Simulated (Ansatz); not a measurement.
# 3-layer 1T-SnSe2 (AB) in a perpendicular field, part 3 of 3

Wanted: the out-of-plane response of the 3-layer 1T-SnSe2 (AB). A positive field points along +c.

Ansatz 0.2.0; plane-wave DFT, PBE-D3(BJ), Ansatz PAW.

So far. Step 7 (Single point, field -0.1 V/Å): The dipole is -0.115 e·Å, and the gap 0.440 eV. Step 8 (Atoms held, field 0.2 V/Å): The dipole is 0.232 e·Å, and the gap 0.196 eV.

## 9. Single point, field -0.2 V/Å

File input.yaml:

```yaml
crystal:
  lattice:
    - [3.8227809573, 0.0, 0.0]
    - [-1.9113904787, 3.3106254222, 0.0]
    - [0.0, 0.0, 34.2997801933]
  atoms:
    - { symbol: Se, position: [0.6666666667, 0.3333333333, 0.2623923521] }
    - { symbol: Sn, position: [0.0, 0.0, 0.3090209053] }
    - { symbol: Se, position: [0.3333333333, 0.6666666667, 0.3556190145] }
    - { symbol: Se, position: [0.0, 0.0, 0.4440316587] }
    - { symbol: Sn, position: [0.3333333333, 0.6666666667, 0.4906469072] }
    - { symbol: Se, position: [0.6666666667, 0.3333333333, 0.5373131413] }
    - { symbol: Se, position: [0.6666666667, 0.3333333333, 0.6441815767] }
    - { symbol: Sn, position: [0.0, 0.0, 0.6909032087] }
    - { symbol: Se, position: [0.3333333333, 0.6666666667, 0.7376076479] }
kpoints:
  mp_grid: { grid: [12, 12, 1] }
  band_path:
    path: [[0, 0, 0], [0.5, 0, 0], [0.33333333, 0.33333333, 0], [0, 0, 0]]
    npoints: 16
hamiltonian:
  xc: pbe
  dispersion: d3bj
scf:
  occupations: { method: fermi_dirac, width: 0.02585 }
  convergence: { dr2_threshold: 1.0e-10 }
efield:
  axis: 3
  dipole_correction: true
  ramp_position: 0.9679
  ramp_width: 0.0641
  amplitude: -0.2
output:
  write_potential: true
  write_density: true
  volumetric_format: npy
```

On the command line:

```sh
$ ansatz run input.yaml --threads 4 --pin off --max-ram 8192MiB --backend cpu --events-out ev --progress --plain --runs-dir out
```

Numbers of over 12 decimals in the logs are rounded to 6 here.

The log of the run:

```text
[...]
Crystal: 9 atoms, lattice volume = 434.091 Å³
Basis set: ecut = 420 eV, 8491 PW (Γ)
Bands: 83, of which v1, the nominal top of the filled ones, is band 69 counted from 1 (68 counted from 0)
Symmetry: 6 space group operations
[...]
k-points: 19 of 144 (time reversal used)
[...]
k-point 0: bands = [... 65 lower, 1.4388, 1.4388, 1.6207, 1.6207, 2.7556, 3.1968, 3.8304, 4.4389, ... 10 higher]
  k-point 1: bands = [... 65 lower, 1.2950, 1.3212, 1.4911, 1.6864, 3.2032, 3.5784, 4.0156, 4.8787, ... 10 higher]
  k-point 2: bands = [... 65 lower, 1.2530, 1.2881, 1.4751, 1.6913, 3.5169, 3.8234, 3.9558, 5.1505, ... 10 higher]
  k-point 18: bands = [... 65 lower, 0.5724, 0.7133, 0.7281, 0.9549, 3.0690, 3.3429, 3.5246, 6.1878, ... 10 higher]
[key lines of the parts left out:]
SCF converged after 16 iterations
Free energy (F): -50892.838633 eV
Fermi energy:    1.890880 eV
Dipole field:    D = -0.096098 V/Å  (p = -0.230532 e·Å, saw-weighted, corrected)
```

Run time: 61 s. Hardware: 4 threads of Arm Neoverse V1, shared host; peak memory 1.6 GiB; 4 min of CPU time.

The dipole is -0.231 e·Å, and the gap 0.355 eV.

## 10. Atoms held, field 0.3 V/Å

Edit input.yaml of step 9 so:

```diff
@@ -29,5 +29,5 @@
   dipole_correction: true
-  ramp_position: 0.9679
-  ramp_width: 0.0641
-  amplitude: -0.2
+  ramp_position: 0.9658
+  ramp_width: 0.0683
+  amplitude: 0.3
 output:
```

The log of the run:

```text
[...]
Crystal: 9 atoms, lattice volume = 434.091 Å³
Basis set: ecut = 420 eV, 8491 PW (Γ)
Bands: 83, of which v1, the nominal top of the filled ones, is band 69 counted from 1 (68 counted from 0)
Symmetry: 6 space group operations
[...]
k-points: 19 of 144 (time reversal used)
[...]
k-point 0: bands = [... 65 lower, 1.3927, 1.3927, 1.6752, 1.6752, 2.6887, 3.3332, 3.7158, 4.4298, ... 10 higher]
  k-point 1: bands = [... 65 lower, 1.2393, 1.3228, 1.4534, 1.7366, 3.1652, 3.6353, 3.9522, 4.8461, ... 10 higher]
  k-point 2: bands = [... 65 lower, 1.1389, 1.2233, 1.4556, 1.7317, 3.5183, 3.6983, 4.0360, 5.0940, ... 10 higher]
  k-point 18: bands = [... 65 lower, 0.4634, 0.4904, 0.8599, 1.0675, 3.1042, 3.2782, 3.5108, 6.0644, ... 10 higher]
[key lines of the parts left out:]
SCF converged after 16 iterations
Free energy (F): -50892.867869 eV
Fermi energy:    1.821340 eV
Dipole field:    D = 0.147813 V/Å  (p = 0.354594 e·Å, saw-weighted, corrected)
```

It took 62 s on 4 threads; peak memory 1.6 GiB; 4.1 min of CPU time.

The dipole is 0.355 e·Å, and the gap 0.120 eV.

## 11. Atoms held, field -0.3 V/Å

Edit input.yaml of step 10 so:

```diff
@@ -31,3 +31,3 @@
   ramp_width: 0.0683
-  amplitude: 0.3
+  amplitude: -0.3
 output:
```

The log of the run:

```text
[...]
Crystal: 9 atoms, lattice volume = 434.091 Å³
Basis set: ecut = 420 eV, 8491 PW (Γ)
Bands: 83, of which v1, the nominal top of the filled ones, is band 69 counted from 1 (68 counted from 0)
Symmetry: 6 space group operations
[...]
k-points: 19 of 144 (time reversal used)
[...]
k-point 0: bands = [... 65 lower, 1.4549, 1.4549, 1.6974, 1.6974, 2.7147, 3.1954, 3.8739, 4.3545, ... 10 higher]
  k-point 1: bands = [... 65 lower, 1.2104, 1.3843, 1.5045, 1.7618, 3.1454, 3.5892, 4.0642, 4.7927, ... 10 higher]
  k-point 2: bands = [... 65 lower, 1.2034, 1.2954, 1.4898, 1.7643, 3.4408, 3.8245, 4.0328, 5.0701, ... 10 higher]
  k-point 18: bands = [... 65 lower, 0.5870, 0.7342, 0.8023, 0.9911, 2.9820, 3.3543, 3.6027, 6.1666, ... 10 higher]
[key lines of the parts left out:]
SCF converged after 18 iterations
Free energy (F): -50892.867521 eV
Fermi energy:    1.892868 eV
Dipole field:    D = -0.145072 V/Å  (p = -0.348018 e·Å, saw-weighted, corrected)
```

The job ended after 63 s (4 threads; peak memory 1.6 GiB).

The dipole is -0.348 e·Å, and the gap 0.209 eV.

## 12. Single point, field 0.4 V/Å

Edit input.yaml of step 11 so:

```diff
@@ -29,5 +29,5 @@
   dipole_correction: true
-  ramp_position: 0.9658
-  ramp_width: 0.0683
-  amplitude: -0.3
+  ramp_position: 0.9388
+  ramp_width: 0.1224
+  amplitude: 0.4
 output:
```

The log of the run:

```text
[...]
Crystal: 9 atoms, lattice volume = 434.091 Å³
Basis set: ecut = 420 eV, 8491 PW (Γ)
Bands: 83, of which v1, the nominal top of the filled ones, is band 69 counted from 1 (68 counted from 0)
Symmetry: 6 space group operations
[...]
k-points: 19 of 144 (time reversal used)
[...]
k-point 0: bands = [... 65 lower, 1.3952, 1.3952, 1.6960, 1.6960, 2.6706, 3.3380, 3.7205, 4.4010, ... 10 higher]
  k-point 1: bands = [... 65 lower, 1.2113, 1.3426, 1.4541, 1.7572, 3.1445, 3.6350, 3.9650, 4.8154, ... 10 higher]
  k-point 2: bands = [... 65 lower, 1.1429, 1.1959, 1.4552, 1.7524, 3.4877, 3.7013, 4.0565, 5.0597, ... 10 higher]
  k-point 18: bands = [... 65 lower, 0.4529, 0.4902, 0.8872, 1.0821, 3.0729, 3.2792, 3.5344, 6.0471, ... 10 higher]
[key lines of the parts left out:]
SCF converged after 18 iterations
Free energy (F): -50892.909592 eV
Fermi energy:    1.822827 eV
Dipole field:    D = 0.200147 V/Å  (p = 0.480139 e·Å, saw-weighted, corrected)
```

Wall time 64 s (4 threads); peak memory 1.6 GiB.

The dipole is 0.480 e·Å, and the gap 0.078 eV.

## 13. Single point, field -0.4 V/Å

Edit input.yaml of step 12 so:

```diff
@@ -31,3 +31,3 @@
   ramp_width: 0.1224
-  amplitude: 0.4
+  amplitude: -0.4
 output:
```

The log of the run:

```text
[...]
Crystal: 9 atoms, lattice volume = 434.091 Å³
Basis set: ecut = 420 eV, 8491 PW (Γ)
Bands: 83, of which v1, the nominal top of the filled ones, is band 69 counted from 1 (68 counted from 0)
Symmetry: 6 space group operations
[...]
k-points: 19 of 144 (time reversal used)
[...]
k-point 0: bands = [... 65 lower, 1.4631, 1.4631, 1.7360, 1.7360, 2.6842, 3.1976, 3.8977, 4.3093, ... 10 higher]
  k-point 1: bands = [... 65 lower, 1.2128, 1.4170, 1.5096, 1.7996, 3.1073, 3.5955, 4.0914, 4.7458, ... 10 higher]
  k-point 2: bands = [... 65 lower, 1.1580, 1.3183, 1.4953, 1.8011, 3.3974, 3.8248, 4.0723, 5.0155, ... 10 higher]
  k-point 18: bands = [... 65 lower, 0.5929, 0.7385, 0.8396, 1.0187, 2.9344, 3.3587, 3.6429, 6.1453, ... 10 higher]
[key lines of the parts left out:]
SCF converged after 21 iterations
Free energy (F): -50892.908442 eV
Fermi energy:    1.890450 eV
Dipole field:    D = -0.196424 V/Å  (p = -0.471209 e·Å, saw-weighted, corrected)
```

Wall time 67 s (4 threads); peak memory 1.6 GiB; 4.4 min of CPU time.

The dipole is -0.471 e·Å, and the gap 0.127 eV.

## 14. Response, atoms held

This step: plane-wave DFT, PBE-D3(BJ), Ansatz PAW; response to a field along the normal, atoms held (Ansatz 0.2.0).

The dipoles give the slope, and the difference of two potentials shows where the field is screened.

Numbers from this step:

```
equivalent conductor thickness p/(ε₀AE) : 16.44 Å
distance between the outer atoms        : 16.30 Å
```

Table of dipole of the cell by applied field:

```
applied field (V/Å)  dipole of the cell (e·Å)
             -0.400                    -0.471
             -0.300                    -0.348
             -0.200                    -0.231
             -0.100                    -0.115
             -0.050                   -0.0578
              0.000                   -3.5e-4
              0.050                    0.0571
              0.100                     0.115
              0.200                     0.232
              0.300                     0.355
              0.400                     0.480
```

Local field over the applied field, running mean. From the potentials at -0.05 and 0.05 V/Å; running mean over 2.8 Å. Local field over applied field against z:

z (Å), local field over applied field and a bar:
```
        5      0.995 ##############################
        6      0.958 #############################
        7      0.784 #######################
        8      0.468 ##############
        9      0.174 ####
       10      0.055 #
       11      0.043 
       12      0.104 ##
       13      0.216 ######
       14      0.242 #######
       15      0.148 ####
       16      0.055 #
       17      0.032 
       18      0.075 #
       19      0.223 ######
       20      0.357 ##########
       21      0.312 #########
       22      0.140 ###
       23      0.050 #
       24      0.040 
       25      0.116 ###
       26      0.366 ##########
       27      0.696 #####################
       28      0.928 ############################
       29      0.990 ##############################
       30      0.999 ##############################
```

Electrons, planar mean, per unit field. The induced electron density by z:

z (Å), induced electron density (e/Å³ per V/Å) and a bar from the least value:
```
      4.5    0.00001 ###############
      5.0    0.00002 ###############
      5.5    0.00006 ###############
      6.0    0.00016 ###############
      6.5    0.00045 #################
      7.0    0.00114 ####################
      7.5    0.00247 #########################
      8.0    0.00351 ##############################
      8.5    0.00199 #######################
      9.0    0.00095 ###################
      9.5    0.00040 ################
     10.0   -0.00100 ##########
     10.5   -0.00022 ##############
     11.0    0.00083 ##################
     11.5    0.00031 ################
     12.0   -0.00071 ###########
     12.5   -0.00113 ##########
     13.0   -0.00189 ######
     13.5   -0.00089 ###########
     14.0    0.00118 ####################
     14.5    0.00184 #######################
     15.0    0.00105 ###################
     15.5    0.00060 #################
     16.0   -0.00046 #############
     16.5   -0.00058 ############
     17.0    0.00029 ################
     17.5    0.00073 ##################
     18.0   -0.00041 #############
     18.5   -0.00065 ############
     19.0   -0.00173 #######
     19.5   -0.00243 ####
     20.0   -0.00097 ##########
     20.5    0.00086 ##################
     21.0    0.00242 #########################
     21.5    0.00184 #######################
     22.0    0.00066 #################
     22.5    0.00040 ################
     23.0   -0.00079 ###########
     23.5   -0.00036 #############
     24.0    0.00060 #################
     24.5    0.00054 #################
     25.0   -0.00067 ############
     25.5   -0.00120 #########
     26.0   -0.00287 ##
     26.5   -0.00331 
     27.0   -0.00187 ######
     27.5   -0.00080 ###########
     28.0   -0.00030 #############
     28.5   -0.00010 ##############
     29.0   -0.00003 ##############
     29.5   -0.00001 ###############
     30.0    0.00000 ###############
```

The smaller of the gaps on the path and on the k-mesh, counted as 0 under 0.03 eV. The gap by applied field:

```
applied field (V/Å)  gap (eV)
             -0.400     0.127
             -0.300     0.209
             -0.200     0.355
             -0.100     0.441
             -0.050     0.456
              0.000     0.457
              0.050     0.408
              0.100     0.333
              0.200     0.196
              0.300     0.120
              0.400    0.0785
```

By hand: between -0.05 and 0.05 V/Å the dipole changes by 0.1149 e·Å, a slope of 1.149 e·Å²/V. A perfect conductor of thickness t has p = ε₀AEt, so t = 180.95 × 1.149 / 12.656 = 16.43 Å (e/ε₀ = 180.95 V·Å, A in Å²).

The induced dipole is that of a conductor 16.44 Å thick.

## 15. Outcome

```yaml
gap_without_field: 0.457 eV
ionisation_energy_upper_face: 5.92 eV
electron_affinity_upper_face: 5.47 eV
equivalent_conductor_thickness_atoms_held: 16.4 Å
```

The induced dipole equals that of a perfect conductor 16.44 Å thick, while the outer atoms lie 16.30 Å apart; an out-of-plane ε follows only once a thickness t is chosen, by 1 − 1/ε = 16.44 Å / t. The gap goes from 0.46 eV to 0.13 eV at -0.4 V/Å. With the field reversed the gap is 0.08 eV at 0.4 V/Å. Semilocal functionals give gaps that are too small, and excitons are not included. Atoms moved by up to 2.0 Å in the relaxation, so the end structure is to be read from its coordinates and not from the name. Spin-orbit coupling is left out, which matters for the bands of elements this heavy.

[Logs are printed without paths, hosts, clocks, repeated set-up lines and the standing remarks that a program may print on its own settings, such as how far it seeks lower states.]

[Hosts, paths, dates, database ids (printed as entryN), source tags and the programs' standing remarks are cut or masked in the printed files.]

[Maps of the electrostatic potential energy from Ansatz leave out the sawtooth potential of an applied field or a dipole correction, so their vacuum need not be flat; planar profiles and work functions include it.]
